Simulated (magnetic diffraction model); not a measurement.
## Magnetic neutron pattern of FeBiS4

Space group Cm (no. 8), a = 11.6097 Å, b = 8.5590 Å, c = 7.7780 Å, β = 132.00°.

| site | atom | x | y | z |
| --- | --- | --- | --- | --- |
| 2a | Bi | 0.5024 | 1/2 | 0.9917 |
| 2a | Bi | 0.0006 | 1/2 | 0.7426 |
| 2a | Fe | 0.9932 | 0 | 0.4952 |
| 2a | Fe | 0.5091 | 0 | 0.2775 |
| 2a | S | 0.7038 | 1/2 | 0.9632 |
| 4b | S | 0.9910 | 0.7064 | 0.4982 |
| 2a | S | 0.7934 | 0 | 0.5420 |
| 2a | S | 0.6968 | 1/2 | 0.4452 |
| 4b | S | 0.0037 | 0.6990 | 0.9985 |
| 2a | S | 0.7933 | 0 | 0.0384 |

The compound is invented for this exercise: a known structure type with other elements, its cell scaled to their sizes and not relaxed.

Only Fe is taken to order (form factors of Fe3+); orders and moment sizes are assumed, and not adapted to the symmetry. Radiation: neutrons of λ = 1.594 Å, 8° to 30°; isotropic B of 0.57 Å² (Bi), 0.66 Å² (Fe) and 0.84 Å² (S). The intensities are simulated: I ∝ L Σ (|F_N|² + |F_M⊥|²) for unpolarised neutrons, with F_M = 2.695 fm/μB × Σ f(s) S exp(2πi Q·r) exp(−B s²) at Q = H ± k (one set where k and −k are equivalent), only the part normal to Q counting and L = 1/(sin²θ cos θ). For collinear order S is the moment m, which repeats by lattice and centring translations R with the sign exp(−2πi k·R). Form factors are spin-only for 3d ions and dipole or tabulated for f ions, scattering lengths are Sears's of 1992, and absorption is left out. A label names one of the reflections at its angle. The strongest nuclear line in the range is 100, and lines under 0.2 are left out.

Assume the order k = (0 0 0), collinear moments along [100], 3.36 μB on Fe; signs + at (0.9932, 0, 0.4952), + at (0.5091, 0, 0.2775).

Q: Where does magnetic intensity appear, and how strong is it?

| 2θ (°) | index | nuclear | magnetic |
| --- | --- | --- | --- |
| 15.07 | (1 1 0) | 0.2 | 0.1 |
| 15.85 | (0 0 1) | 1.1 | 21.9 |
| 15.87 | (2 0 -1) | 0.6 | 0.2 |
| 15.92 | (1 1 -1) | 0.6 | 24.5 |
| 21.29 | (2 0 0) | 100.0 | 8.2 |
| 21.47 | (0 2 0) | 99.5 | 18.1 |
| 23.65 | (2 0 -2) | 0.3 | 0.1 |
| 26.69 | (1 1 1) | 0.1 | 6.7 |
| 26.71 | (3 1 -1) | 0.5 | 2.4 |
| 26.80 | (0 2 1) | 0.6 | 12.4 |
| 26.81 | (2 2 -1) | 0.2 | 6.7 |
| 28.16 | (1 1 -2) | 70.1 | 16.3 |
| 28.18 | (3 1 -2) | 66.4 | 5.1 |

The strongest magnetic line in the range is (1 1 -1) at 15.92° (24.5). On top of the Lorentz factor, which all lines share, magnetic lines fade with angle because f falls: for Fe3+ it is 0.92, 0.72, 0.50 and 0.17 at sin θ/λ = 0.1, 0.2, 0.3 and 0.5 Å⁻¹, while nuclear lengths stay constant. The net moment is 6.72 μB a primitive cell.
